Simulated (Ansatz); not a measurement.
# V2CO2 monolayer: from the cell to its phonons, part 2 of 2

Aim: the phonons of V2CO2 monolayer at a cell relaxed beforehand at this level. After the zone centre comes a 4×4×1 q mesh on a 20×20×1 k mesh.

Ansatz 0.2.0; DFT PBEsol, scalar-relativistic, plane waves, PAW.

So far. Step 2 (Linear response at the zone centre): Before it was imposed, the acoustic sum rule was missed by 6.2e-5 eV/Å². Small misses are needed for a sound result but don't prove that mesh and cutoff are converged. The lowest optical mode is real, 97.2 cm⁻¹.

### Step 3. The dispersion (continued)

Tetrahedra on a 28×28×1 mesh, mean over bins of 10 cm-1. Interpolated from a 4×4×1 q mesh. Phonon density of states against wavenumber; read off at these points:

| wavenumber (cm⁻¹) | phonon density of states (1/cm⁻¹/cell) |
| --- | --- |
| -25 | 7.3e-4 |
| 5 | 7.2e-4 |
| 25 | 0.00141 |
| 55 | 0.00297 |
| 85 | 0.0190 |
| 115 | 0.0258 |
| 135 | 0.0219 |
| 165 | 0.0204 |
| 195 | 0.0192 |
| 225 | 0.0442 |
| 245 | 0.0135 |
| 265 | 0.0673 |
| 275 | 0.0419 |
| 305 | 0 |
| 325 | 0.0104 |
| 355 | 0.0141 |
| 365 | 0.0515 |
| 385 | 0.0362 |
| 415 | 0.0226 |
| 435 | 0.0386 |
| 465 | 0.0154 |
| 495 | 0 |
| 515 | 0.0172 |
| 535 | 0.0526 |
| 545 | 0.0311 |
| 575 | 0.0114 |
| 605 | 2.0e-5 |
| 625 | 0 |
| 645 | 0.0500 |
| 655 | 0.0146 |
| 685 | 0.00684 |
| 715 | 0.0454 |
| 735 | 0.0113 |
| 755 | 0.0552 |
| 765 | 0.0103 |

The partial phonon density of states has structure finer than the step of the table below, so its rows give means over 25 cm⁻¹, whole bins alone (the curve runs from -31.8 to 798 cm⁻¹). Peaks (cm⁻¹: height): C 641.2: 0.0442, 719.4: 0.0345, 755.9: 0.0387; O 265.6: 0.0123, 369.9: 0.0456, 437.7: 0.0336, 531.6: 0.0350; V 145.6: 0.0362, 171.7: 0.0265, 218.6: 0.0361, 265.6: 0.0422, 536.8: 0.00932.

Phonopy on the run's constants, 21x21x1 mesh, Gaussian sigma 5.9 cm-1. Interpolated from a 4×4×1 q mesh. Table of partial phonon density of states by wavenumber; means over each step; values in 1/cm⁻¹/cell:

| wavenumber (cm⁻¹) | C | O | V |
| --- | --- | --- | --- |
| 0 | 5.0e-5 | 1.3e-4 | 5.0e-4 |
| 25 | 1.1e-4 | 2.7e-4 | 0.00126 |
| 50 | 1.9e-4 | 4.7e-4 | 0.00246 |
| 75 | 2.3e-4 | 6.2e-4 | 0.0128 |
| 100 | 3.0e-4 | 8.2e-4 | 0.0202 |
| 125 | 3.9e-4 | 8.2e-4 | 0.0224 |
| 150 | 5.8e-4 | 0.00111 | 0.0304 |
| 175 | 4.7e-4 | 9.0e-4 | 0.0224 |
| 200 | 3.7e-4 | 0.00132 | 0.0169 |
| 225 | 5.3e-4 | 0.00253 | 0.0273 |
| 250 | 4.9e-4 | 0.00507 | 0.0207 |
| 275 | 7.0e-4 | 0.00898 | 0.0304 |
| 300 | 3.9e-5 | 9.1e-4 | 0.00265 |
| 325 | 1.6e-5 | 0.00724 | 2.2e-4 |
| 350 | 1.1e-4 | 0.0162 | 0.00147 |
| 375 | 2.7e-4 | 0.0396 | 0.00307 |
| 400 | 3.5e-4 | 0.0300 | 0.00153 |
| 425 | 2.8e-4 | 0.0270 | 9.6e-4 |
| 450 | 2.4e-4 | 0.0251 | 4.4e-4 |
| 475 | 8.3e-5 | 0.00556 | 1.1e-4 |
| 500 | 3.2e-5 | 0.00205 | 4.6e-4 |
| 525 | 5.7e-4 | 0.0259 | 0.00652 |
| 550 | 2.8e-4 | 0.0223 | 0.00621 |
| 575 | 4.1e-5 | 0.00939 | 0.00278 |
| 600 | 5.6e-6 | 0.00257 | 8.0e-4 |
| 625 | 0.00964 | 2.1e-4 | 4.3e-4 |
| 650 | 0.0273 | 5.9e-4 | 0.00117 |
| 675 | 0.00717 | 1.4e-4 | 4.0e-4 |
| 700 | 0.0132 | 2.3e-4 | 3.9e-4 |
| 725 | 0.0223 | 4.6e-4 | 4.0e-4 |
| 750 | 0.0285 | 9.7e-4 | 0.00105 |
| 775 | 0.00508 | 1.6e-4 | 2.2e-4 |

Symmetry leaves 4 wavevectors to solve. The lowest mode among them, the acoustic zeros apart, lies at q = (0, -0.5, 0) and is real, 70.8 cm⁻¹. Between them the interpolated path dips to 22i cm⁻¹.

### Step 4. Isotope substitution, element C, natural mass 12.011 amu

An isotope changes the mass and not the force constants, so no new electronic calculation is needed; the shifts show which modes move this element.

The same force constants with the mass of C changed from 12.011 to 13.003 u (phonopy, no LO-TO term). Both lists are sorted by frequency; levels can cross, so a row need not hold one and the same mode. Modes under 3 cm⁻¹ are left out. Isotope shifts, by row, the first 40 of 57 rows:

| q | rank | natural mass (cm⁻¹) | changed mass (cm⁻¹) |
| --- | --- | --- | --- |
| 0 0 0 | 4 | 98.09 | 98.09 |
| 0 0 0 | 5 | 98.09 | 98.09 |
| 0 0 0 | 6 | 299.1 | 299.1 |
| 0 0 0 | 7 | 321.5 | 321.5 |
| 0 0 0 | 8 | 321.5 | 321.5 |
| 0 0 0 | 9 | 367.9 | 367.9 |
| 0 0 0 | 10 | 367.9 | 367.9 |
| 0 0 0 | 11 | 595.6 | 595.6 |
| 0 0 0 | 12 | 599.4 | 599.4 |
| 0 0 0 | 13 | 654.8 | 631.5 |
| 0 0 0 | 14 | 654.8 | 631.5 |
| 0 0 0 | 15 | 760.2 | 733.1 |
| 0 0.25 0 | 1 | 90.58 | 90.56 |
| 0 0.25 0 | 2 | 110.8 | 110.6 |
| 0 0.25 0 | 3 | 176.1 | 175.7 |
| 0 0.25 0 | 4 | 205.5 | 205.4 |
| 0 0.25 0 | 5 | 250 | 249.6 |
| 0 0.25 0 | 6 | 265.1 | 264.9 |
| 0 0.25 0 | 7 | 354.3 | 354.3 |
| 0 0.25 0 | 8 | 363.6 | 363.5 |
| 0 0.25 0 | 9 | 370.1 | 369.8 |
| 0 0.25 0 | 10 | 430.3 | 430.3 |
| 0 0.25 0 | 11 | 553.4 | 553.4 |
| 0 0.25 0 | 12 | 564.1 | 564 |
| 0 0.25 0 | 13 | 641.6 | 618.1 |
| 0 0.25 0 | 14 | 693.2 | 667.8 |
| 0 0.25 0 | 15 | 755 | 728.1 |
| 0 -0.5 0 | 1 | 70.83 | 70.83 |
| 0 -0.5 0 | 2 | 140.7 | 140.7 |
| 0 -0.5 0 | 3 | 193.2 | 193.1 |
| 0 -0.5 0 | 4 | 224.7 | 224.4 |
| 0 -0.5 0 | 5 | 267.4 | 267.4 |
| 0 -0.5 0 | 6 | 283.1 | 282.8 |
| 0 -0.5 0 | 7 | 370.7 | 370.7 |
| 0 -0.5 0 | 8 | 391.1 | 391.1 |
| 0 -0.5 0 | 9 | 456.2 | 456.2 |
| 0 -0.5 0 | 10 | 470.4 | 470 |
| 0 -0.5 0 | 11 | 532.9 | 532.9 |
| 0 -0.5 0 | 12 | 534.2 | 533.4 |
| 0 -0.5 0 | 13 | 644.2 | 620 |

A mode of this element alone would shift by -3.89 %. The highest zone-centre frequency without the field goes from 760.2 to 733.1 cm⁻¹ (-3.6 %). The product of the frequency ratios over all optical modes at Γ is 0.897; the product rule, (m/m′)^(3k/2) (M′/M)^(3/2) with k = 1 such atoms and M the mass of the cell, gives 0.897.

### Step 5. Isotope substitution, element O, natural mass 15.999 amu

The same for O, from 16.00 to 18.00 u.

A mode of this element alone would shift by -5.72 %. The highest zone-centre frequency without the field goes from 760.2 to 759.6 cm⁻¹ (-0.1 %). The product of the frequency ratios over all optical modes at Γ is 0.731; the product rule, (m/m′)^(3k/2) (M′/M)^(3/2) with k = 2 such atoms and M the mass of the cell, gives 0.731.

### Step 6. Outcome

| Quantity | Value |
| --- | --- |
| space group (within 0.01 Å) | P-3m1 |
| area per atom | 1.42 Å² |
| electronic character | no gap on this mesh |
| highest optical mode at the zone centre (no LO-TO term) | 760 cm⁻¹ |
| lowest optical zone-centre mode | 97.2 cm⁻¹ |
| lowest mode on the q mesh (acoustic modes at Γ apart) | 70.8 cm⁻¹ |
| highest frequency on the path or at a solved wavevector | 765 cm⁻¹ |
| imaginary modes on the 4×4×1 q mesh | none |

What this shows: No mode is imaginary at the 4 irreducible wavevectors solved, but between them the interpolated path dips to 21.7i cm⁻¹, so stability is not settled. The optical modes at Γ span 97 to 760 cm⁻¹. The highest mode in this list at Γ, 760.2 cm⁻¹, is mostly motion of C (92 % of the kinetic energy). The interpolated path dips to 22i cm⁻¹ between the solved wavevectors, which may come from the interpolation; a denser q mesh would tell. With no gap, or one that is small against the smearing, the frequencies hang on the k mesh and the smearing, most of all near Kohn anomalies. The phonon runs are without spin polarisation, although V often carries a moment. In a sheet or slab the interpolated bending branch near Γ is rough, since the rotational sum rule isn't imposed. The starting cell was built on a prototype and not taken from a measurement. These are harmonic frequencies at zero temperature: anharmonic shifts, linewidths and thermal expansion are left out.

[Hosts, paths, dates, database ids (printed as entryN), source tags and the programs' standing remarks are cut or masked in the printed files.]
